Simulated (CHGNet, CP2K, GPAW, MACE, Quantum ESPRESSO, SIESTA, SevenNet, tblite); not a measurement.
# CP2K runs on random packing of Si51C37H13 (at. %) (71 atoms), part 2 of 3

Aim: run random packing of Si51C37H13 (at. %) (71 atoms) in CP2K and see how near its forces come to a plane-wave reference, and at what cost.

Program: CP2K 2026.2; the method stands at each step. Banners, paths, timers and routine set-up lines are dropped from the logs unmarked, and long logs keep their key lines alone; longer cuts are marked.

So far. Step 2 (PBE, DZVP-UZH, 450/50 Ry, diagonalisation): Forces lie 4.8 % from the reference's, at 1.2 times its CPU time. Step 3 (PBE, TZV2P-UZH, 450/50 Ry, diagonalisation): Against the first run (4.8 %), the force difference from the reference is 2.3 %, at 2.6 times the CPU time, with 1924 basis functions against 851: the larger basis brings the forces nearer, though not the pressure.

### 4. PBE+D3(BJ), DZVP-UZH, 450/50 Ry, diagonalisation

Method: Kohn-Sham DFT, PBE+D3(BJ), GTH-PBE pseudopotentials, Gaussian and plane waves, DZVP-MOLOPT (UZH set), diagonalisation.

input.inp

```
&GLOBAL
  PROJECT cell
  RUN_TYPE ENERGY_FORCE
  PRINT_LEVEL LOW
&END GLOBAL
&FORCE_EVAL
  METHOD QS
  STRESS_TENSOR ANALYTICAL
  &DFT
    BASIS_SET_FILE_NAME BASIS_MOLOPT_UZH
    POTENTIAL_FILE_NAME POTENTIAL_UZH
    &MGRID
      CUTOFF 450
      REL_CUTOFF 50
    &END MGRID
    &QS
      EPS_DEFAULT 1.0E-12
    &END QS
    &SCF
      SCF_GUESS ATOMIC
      EPS_SCF 5.0E-06
      MAX_SCF 200
      ADDED_MOS 30
      &DIAGONALIZATION
        ALGORITHM STANDARD
      &END DIAGONALIZATION
      &SMEAR ON
        METHOD FERMI_DIRAC
        ELECTRONIC_TEMPERATURE [K] 580
      &END SMEAR
      &MIXING
        METHOD BROYDEN_MIXING
        ALPHA 0.15
        NBROYDEN 12
      &END MIXING
      &PRINT
        &RESTART OFF
        &END RESTART
      &END PRINT
    &END SCF
    &XC
      &XC_FUNCTIONAL PBE
      &END XC_FUNCTIONAL
      &VDW_POTENTIAL
        POTENTIAL_TYPE PAIR_POTENTIAL
        &PAIR_POTENTIAL
          TYPE DFTD3(BJ)
          PARAMETER_FILE_NAME dftd3.dat
          REFERENCE_FUNCTIONAL PBE
        &END PAIR_POTENTIAL
      &END VDW_POTENTIAL
    &END XC
    &PRINT
      &MULLIKEN ON
      &END MULLIKEN
      &HIRSHFELD ON
        SHAPE_FUNCTION DENSITY
      &END HIRSHFELD
      &MO ON
        EIGENVALUES T
        OCCUPATION_NUMBERS T
        MO_INDEX_RANGE 118 141
        &EACH
          QS_SCF 0
        &END EACH
        ADD_LAST NUMERIC
      &END MO
    &END PRINT
  &END DFT
  &SUBSYS
    &CELL
      A 9.92950 0.00000 0.00000
      B 0.00000 9.92950 0.00000
      C 0.00000 0.00000 9.92950
    &END CELL
    &TOPOLOGY
      COORD_FILE_NAME structure.xyz
      COORD_FILE_FORMAT XYZ
    &END TOPOLOGY
    &KIND Si
      BASIS_SET DZVP-MOLOPT-PBE-GTH-q4
      POTENTIAL GTH-PBE-q4
    &END KIND
    &KIND C
      BASIS_SET DZVP-MOLOPT-PBE-GTH-q4
      POTENTIAL GTH-PBE-q4
    &END KIND
    &KIND H
      BASIS_SET DZVP-MOLOPT-PBE-GTH-q1
      POTENTIAL GTH-PBE-q1
    &END KIND
  &END SUBSYS
  &PRINT
    &FORCES ON
    &END FORCES
    &STRESS_TENSOR ON
    &END STRESS_TENSOR
  &END PRINT
&END FORCE_EVAL
```

structure.xyz

```xyz
71

Si 2.93933 3.56956 8.21239
Si 0.47850 2.58971 4.05600
Si 4.06762 1.52467 7.91500
Si 3.50333 4.32529 4.86009
Si 7.67382 5.60203 8.21199
Si 8.06265 5.52795 2.95422
Si 7.41227 1.66289 7.27832
Si 4.95313 9.67084 0.74451
Si 5.61454 6.96008 9.52259
Si 2.81690 1.02582 5.25390
Si 6.73200 5.08172 0.90160
Si 1.79605 3.40284 6.25340
Si 8.85662 3.59507 2.89157
Si 0.29501 3.62030 9.12332
Si 4.33999 2.80588 0.32807
Si 0.34227 5.99007 0.00328
Si 8.61315 6.24069 5.29401
Si 3.62645 5.45040 7.32211
Si 0.82067 6.78393 7.35746
Si 7.29332 8.64462 0.57412
[... 47 atom lines left out ...]
H 2.71055 6.53649 3.02482
H 9.08748 7.98262 6.58941
H 1.03932 1.29093 1.18211
H 8.30057 7.22987 2.09383
```

On the command line:

```bash
OMP_NUM_THREADS=1 mpirun -np 4 cp2k.psmp -i input.inp > output.txt
```

Numbers of over 12 decimals in the logs are rounded to 6 here.

Output:

```text
CP2K| version string:                                       CP2K version 2026.2
 CP2K| Input file name                                                 input.inp
 GLOBAL| Basis set file name                                    BASIS_MOLOPT_UZH
 GLOBAL| Potential file name                                       POTENTIAL_UZH
 GLOBAL| Run type                                                   ENERGY_FORCE
 GLOBAL| Total number of message passing processes                             4
 GLOBAL| Number of threads for this process                                    1
[... lines left out ...]
                        Smear method:                                FERMI_DIRAC
[... lines left out ...]
 Number of electrons:                                                        257
[... lines left out ...]
  Step     Update method      Time    Convergence         Total energy    Change
[... lines left out ...]
  *** SCF run converged in    20 steps ***
[... lines left out ...]
  Fermi energy:                                                 0.193871
  Total energy:                                              -290.311316
  Total energy (extrapolated to T->0):                       -290.306669
[... lines left out ...]
 MO| E(Fermi):            0.193871 a.u.          5.275512 eV
[... lines left out ...]
     71       H      3       1.000          1.043                        -0.043
  Total Charge                                                           -0.000
 !-----------------------------------------------------------------------------!
 ENERGY| Total FORCE_EVAL ( QS ) energy [hartree]           -290.311354
 FORCES| Atomic forces [hartree/bohr]
 FORCES|   Atom     x               y               z               |f|
 FORCES|      1 -1.37961702E-02 -3.96421404E-02  3.86428497E-02   5.70535138E-02
 FORCES|      2  1.92296716E-02 -4.85324146E-02  4.53354859E-02   6.91410285E-02
 FORCES|      3  2.43189067E-02 -9.26013284E-03 -8.72064797E-03   2.74446531E-02
[...]
FORCES|     70 -8.16628816E-03  1.11003142E-02 -7.27017112E-03   1.55807775E-02
 FORCES|     71  4.95939998E-03 -1.89705916E-02  7.66825594E-03   2.10542429E-02
 FORCES| Sum     1.37140668E-05 -4.31793083E-05 -1.95327009E-05
 FORCES| Total atomic force                                       4.93361399E-05
 STRESS| Analytical stress tensor [bar]
 STRESS|                        x                   y                   z
 STRESS|      x       -9.13493722159E+04   3.19432977075E+03  -1.43484641945E+04
 STRESS|      y        3.19432977075E+03  -7.81473035796E+04   9.76347767485E+03
 STRESS|      z       -1.43484641945E+04   9.76347767485E+03  -5.01879884656E+04
 STRESS| 1/3 Trace                                            -7.32282214204E+04
```

Wall time 2 min (4 MPI ranks of Arm Neoverse V1, shared host); peak memory 3 GiB; 7.9 min of CPU time.

Numbers from this run, and their distance from the reference:

| Item | Value |
| --- | --- |
| r.m.s. force component | 1.339 eV/Å |
| r.m.s. difference of force components | 149.7 meV/Å |
| longest difference of force vectors | 624.9 meV/Å |
| force difference over r.m.s. force | 10.65 % |
| slope of forces against the reference's | 0.9484 |
| correlation of force components | 0.9952 |
| pressure | -7.323 GPa |
| pressure difference | -1.12 GPa |

Against the first run (4.8 %), the force difference from the reference is 11 %, at 1.0 times the CPU time; the model has changed, so this is no error of the program alone.

### 5. PBE, DZVP-UZH, 315/50 Ry, diagonalisation

Method: Kohn-Sham DFT, PBE, GTH-PBE pseudopotentials, Gaussian and plane waves, DZVP-MOLOPT (UZH set), diagonalisation.

Edit input.inp of step 4 so:

```diff
@@ -12,3 +12,3 @@
     &MGRID
-      CUTOFF 450
+      CUTOFF 315
       REL_CUTOFF 50
@@ -43,10 +43,2 @@
       &END XC_FUNCTIONAL
-      &VDW_POTENTIAL
-        POTENTIAL_TYPE PAIR_POTENTIAL
-        &PAIR_POTENTIAL
-          TYPE DFTD3(BJ)
-          PARAMETER_FILE_NAME dftd3.dat
-          REFERENCE_FUNCTIONAL PBE
-        &END PAIR_POTENTIAL
-      &END VDW_POTENTIAL
     &END XC
```

structure.xyz is that of step 4.

On the command line:

```bash
OMP_NUM_THREADS=2 cp2k.psmp -i input.inp > output.txt
```

Output:

```text
CP2K| version string:                                       CP2K version 2026.2
 CP2K| Input file name                                                 input.inp
 GLOBAL| Basis set file name                                    BASIS_MOLOPT_UZH
 GLOBAL| Potential file name                                       POTENTIAL_UZH
 GLOBAL| Run type                                                   ENERGY_FORCE
 GLOBAL| Total number of message passing processes                             1
 GLOBAL| Number of threads for this process                                    2
 TOTAL NUMBERS AND MAXIMUM NUMBERS
  Total number of            - Atomic kinds:                                   3
                             - Atoms:                                         71
[... lines left out ...]
                        Smear method:                                FERMI_DIRAC
[... lines left out ...]
 Number of electrons:                                                        257
[... lines left out ...]
  Step     Update method      Time    Convergence         Total energy    Change
[... lines left out ...]
  *** SCF run converged in    20 steps ***
[... lines left out ...]
  Fermi energy:                                                 0.193871
  Total energy:                                              -289.646078
  Total energy (extrapolated to T->0):                       -289.641431
[... lines left out ...]
 MO| E(Fermi):            0.193871 a.u.          5.275503 eV
[... lines left out ...]
 !-----------------------------------------------------------------------------!
 !-----------------------------------------------------------------------------!
                           Hirshfeld Charges
  #Atom  Element  Kind  Ref Charge     Population                    Net charge
      1       Si     1       4.000          4.030                        -0.030
      2       Si     1       4.000          3.922                         0.078
      3       Si     1       4.000          3.918                         0.082
[...]
70       H      3       1.000          0.985                         0.015
     71       H      3       1.000          1.043                        -0.043
  Total Charge                                                           -0.000
 !-----------------------------------------------------------------------------!
 ENERGY| Total FORCE_EVAL ( QS ) energy [hartree]           -289.646116
 FORCES| Atomic forces [hartree/bohr]
 FORCES|   Atom     x               y               z               |f|
 FORCES|      1 -1.40701810E-02 -3.99898333E-02  3.93835791E-02   5.78638320E-02
 FORCES|      2  2.22848427E-02 -5.04651788E-02  4.66069112E-02   7.22187832E-02
 FORCES|      3  2.46752421E-02 -1.05296871E-02 -1.28970068E-02   2.97670063E-02
[...]
FORCES|     70 -8.39853093E-03  1.10541286E-02 -7.46151054E-03   1.57608128E-02
 FORCES|     71  4.73881807E-03 -2.19128765E-02  1.01192382E-02   2.45973481E-02
 FORCES| Sum    -4.69637924E-05  5.42068191E-04 -6.09806157E-04
 FORCES| Total atomic force                                       8.17255817E-04
 STRESS| Analytical stress tensor [bar]
 STRESS|                        x                   y                   z
 STRESS|      x       -8.02905081988E+04   6.07538596979E+03  -1.38702571972E+04
 STRESS|      y        6.07538596979E+03  -6.42928433009E+04   8.36656831547E+03
 STRESS|      z       -1.38702571972E+04   8.36656831547E+03  -4.17189404181E+04
 STRESS| 1/3 Trace                                            -6.21007639726E+04
```

Elapsed: 3.4 min, on 2 threads; peak memory 1.3 GiB.

Numbers from this run, and their distance from the reference:

* r.m.s. force component: 1.378 eV/Å
* r.m.s. difference of force components: 67.07 meV/Å
* longest difference of force vectors: 283.7 meV/Å
* force difference over r.m.s. force: 4.772 %
* slope of forces against the reference's: 0.9792
* correlation of force components: 0.999
* pressure: -6.21 GPa
* pressure difference: -0.0074 GPa
* energy less the same-level run's: 0.0059 meV/atom
* r.m.s. force difference from the same-level run: 1.893 meV/Å

Against the first run (4.8 %), the force difference from the reference is 4.8 %, at 0.84 times the CPU time (on 2 against 4 cores): the change moves forces by 1.9 meV/Å r.m.s., so most of the difference comes from elsewhere.

### 6. PBE, DZVP-UZH, 450/30 Ry, diagonalisation

Method: Kohn-Sham DFT, PBE, GTH-PBE pseudopotentials, Gaussian and plane waves, DZVP-MOLOPT (UZH set), diagonalisation.

Edit input.inp of step 5 so:

```diff
@@ -12,4 +12,4 @@
     &MGRID
-      CUTOFF 315
-      REL_CUTOFF 50
+      CUTOFF 450
+      REL_CUTOFF 30
     &END MGRID
@@ -67,6 +67,29 @@
     &END CELL
-    &TOPOLOGY
-      COORD_FILE_NAME structure.xyz
-      COORD_FILE_FORMAT XYZ
-    &END TOPOLOGY
+    &COORD
+      Si 2.93933 3.56956 8.21239
+      Si 0.47850 2.58971 4.05600
+      Si 4.06762 1.52467 7.91500
+      Si 3.50333 4.32529 4.86009
+      Si 7.67382 5.60203 8.21199
+      Si 8.06265 5.52795 2.95422
+      Si 7.41227 1.66289 7.27832
+      Si 4.95313 9.67084 0.74451
+      Si 5.61454 6.96008 9.52259
+      Si 2.81690 1.02582 5.25390
+      Si 6.73200 5.08172 0.90160
+      Si 1.79605 3.40284 6.25340
+      Si 8.85662 3.59507 2.89157
+      Si 0.29501 3.62030 9.12332
+      Si 4.33999 2.80588 0.32807
+      Si 0.34227 5.99007 0.00328
+      Si 8.61315 6.24069 5.29401
+      Si 3.62645 5.45040 7.32211
+      Si 0.82067 6.78393 7.35746
+      Si 7.29332 8.64462 0.57412
+[... 47 atom lines left out ...]
+      H 2.71055 6.53649 3.02482
+      H 9.08748 7.98262 6.58941
+      H 1.03932 1.29093 1.18211
+      H 8.30057 7.22987 2.09383
+    &END COORD
     &KIND Si
```

On the command line:

```bash
OMP_NUM_THREADS=1 mpirun -np 4 cp2k.psmp -i input.inp > output.txt
```

Output:

```text
CP2K| version string:                                       CP2K version 2026.2
 CP2K| Input file name                                                 input.inp
 GLOBAL| Basis set file name                                    BASIS_MOLOPT_UZH
 GLOBAL| Potential file name                                       POTENTIAL_UZH
 GLOBAL| Run type                                                   ENERGY_FORCE
 GLOBAL| Total number of message passing processes                             4
 GLOBAL| Number of threads for this process                                    1
 TOTAL NUMBERS AND MAXIMUM NUMBERS
  Total number of            - Atomic kinds:                                   3
                             - Atoms:                                         71
[... lines left out ...]
                        Smear method:                                FERMI_DIRAC
[... lines left out ...]
 Number of electrons:                                                        257
[... lines left out ...]
  Step     Update method      Time    Convergence         Total energy    Change
[... lines left out ...]
  *** SCF run converged in    20 steps ***
[... lines left out ...]
  Fermi energy:                                                 0.193872
  Total energy:                                              -289.646096
  Total energy (extrapolated to T->0):                       -289.641449
[... lines left out ...]
 MO| E(Fermi):            0.193872 a.u.          5.275515 eV
[... lines left out ...]
 !-----------------------------------------------------------------------------!
 !-----------------------------------------------------------------------------!
                           Hirshfeld Charges
  #Atom  Element  Kind  Ref Charge     Population                    Net charge
      1       Si     1       4.000          4.030                        -0.030
      2       Si     1       4.000          3.922                         0.078
      3       Si     1       4.000          3.918                         0.082
[...]
70       H      3       1.000          0.985                         0.015
     71       H      3       1.000          1.043                        -0.043
  Total Charge                                                           -0.000
 !-----------------------------------------------------------------------------!
 ENERGY| Total FORCE_EVAL ( QS ) energy [hartree]           -289.646135
 FORCES| Atomic forces [hartree/bohr]
 FORCES|   Atom     x               y               z               |f|
 FORCES|      1 -1.40690328E-02 -3.99896884E-02  3.93787307E-02   5.78601529E-02
 FORCES|      2  2.22815662E-02 -5.04622232E-02  4.66065412E-02   7.22154682E-02
 FORCES|      3  2.46769040E-02 -1.05296189E-02 -1.28964568E-02   2.97681216E-02
[...]
FORCES|     70 -8.40459184E-03  1.10511050E-02 -7.45625819E-03   1.57594375E-02
 FORCES|     71  4.73152425E-03 -2.19088371E-02  1.01260580E-02   2.45951523E-02
 FORCES| Sum     2.48492297E-05 -3.08466270E-05 -1.58245064E-06
 FORCES| Total atomic force                                       3.96421842E-05
 STRESS| Analytical stress tensor [bar]
 STRESS|                        x                   y                   z
 STRESS|      x       -8.02912276570E+04   6.07457655669E+03  -1.38708363481E+04
 STRESS|      y        6.07457655669E+03  -6.42834289505E+04   8.36455294874E+03
 STRESS|      z       -1.38708363481E+04   8.36455294874E+03  -4.17062644671E+04
 STRESS| 1/3 Trace                                            -6.20936403582E+04
```

Wall time 93 s (4 MPI ranks); peak memory 2.9 GiB; 6.2 min of CPU time.

Against the reference:

- r.m.s. force component: 1.377 eV/Å
- r.m.s. difference of force components: 67.03 meV/Å
- longest difference of force vectors: 284 meV/Å
- force difference over r.m.s. force: 4.77 %
- slope of forces against the reference's: 0.9791
- correlation of force components: 0.999
- pressure: -6.209 GPa
- pressure difference: -0.0067 GPa
- energy less the same-level run's: -0.0012 meV/atom
- r.m.s. force difference from the same-level run: 0.126 meV/Å

This is a coarse setting, run to see what it loses.

Against the first run (4.8 %), the force difference from the reference is 4.8 %, at 0.79 times the CPU time: the change moves forces by 0.13 meV/Å r.m.s., so most of the difference comes from elsewhere.

[end of part 2 of 3]

[Also dropped from logs without a mark: logging warnings of Python, and SIESTA's first energy breakdown and zero terms.]

[Logs are printed without paths, hosts, clocks, repeated set-up lines and the standing remarks that a program may print on its own settings, such as how far it seeks lower states.]

[Hosts, paths, dates, database ids (printed as entryN), source tags and the programs' standing remarks are cut or masked in the printed files.]
